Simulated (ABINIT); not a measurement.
Planning a run of ABINIT 10.8.3 on MgH2 (P4_2/mnm). The input:

```
acell 3*1.0 Angstrom
rprim 
  4.516800000000 0.000000000000 0.000000000000
  0.000000000000 4.516800000000 0.000000000000
  0.000000000000 0.000000000000 3.020500000000
ntypat 2
znucl 12 1
natom 6
typat 1 1 2 2 2 2
xred 
  0.000000000000 0.000000000000 0.000000000000
  0.500000000000 0.500000000000 0.500000000000
  0.306000000000 0.306000000000 0.000000000000
  0.194000000000 0.806000000000 0.500000000000
  0.694000000000 0.694000000000 0.000000000000
  0.806000000000 0.194000000000 0.500000000000
pp_dirpath "pseudos"
pseudos "Mg.upf, H.upf"
ecut 38
ngkpt 4 4 4
nshiftk 1
shiftk 0 0 0
kptopt 1
chksymbreak 0
istwfk *1
occopt 1
irdwfk 1
optdriver 4
nband 127
gwcalctyp 10
ecutsigx 38
symsigma 1
nkptgw 18
kptgw 
  0.0000000000 0.0000000000 0.0000000000
  0.2500000000 0.0000000000 0.0000000000
  0.5000000000 0.0000000000 0.0000000000
  0.2500000000 0.2500000000 0.0000000000
  0.5000000000 0.2500000000 0.0000000000
  0.5000000000 0.5000000000 0.0000000000
  0.0000000000 0.0000000000 0.2500000000
  0.2500000000 0.0000000000 0.2500000000
  0.5000000000 0.0000000000 0.2500000000
  0.2500000000 0.2500000000 0.2500000000
  0.5000000000 0.2500000000 0.2500000000
  0.5000000000 0.5000000000 0.2500000000
  0.0000000000 0.0000000000 0.5000000000
  0.2500000000 0.0000000000 0.5000000000
  0.5000000000 0.0000000000 0.5000000000
  0.2500000000 0.2500000000 0.5000000000
  0.5000000000 0.2500000000 0.5000000000
  0.5000000000 0.5000000000 0.5000000000
bdgw 
  9 18
  9 18
  9 18
  9 18
  9 18
  9 18
  9 18
  9 18
  9 18
  9 18
  9 18
  9 18
  9 18
  9 18
  9 18
  9 18
  9 18
  9 18
ecuteps 4.8
irdscr 1
ppmodel 1
irdqps 1
indata_prefix "in"
outdata_prefix "out"
tmpdata_prefix "tmp"
```

```sh
OMP_NUM_THREADS=1 mpirun -n 8 abinit run.abi > log
```

**Question.** How long will it take on 8 MPI ranks of Arm Neoverse V1, shared host, and how much memory?

It took 3.3 min; on shared hardware allow 99 s to 6.6 min. Peak host memory was 3.2 GiB.

[Paths, hosts, dates, memory and timing lines, banners, echoed tables and standing remarks are left out of the program output.]

[Logs are printed without paths, hosts, clocks, repeated set-up lines and the standing remarks that a program may print on its own settings, such as how far it seeks lower states.]

[Runs of the session that timed out or met a known fault of the program may be left out.]

[Hosts, paths, dates, database ids (printed as entryN), source tags and the programs' standing remarks are cut or masked in the printed files.]

[G0W0 gaps are taken among the corrected bands and points alone; a level outside them can change the order at an edge.]

[Where Ansatz stands beside ABINIT at settings called matched, ABINIT's density can come from a denser mesh and the files from another edition; pairs whose starting gaps differed by over 0.03 eV were left out, so agreement reads better than it is.]
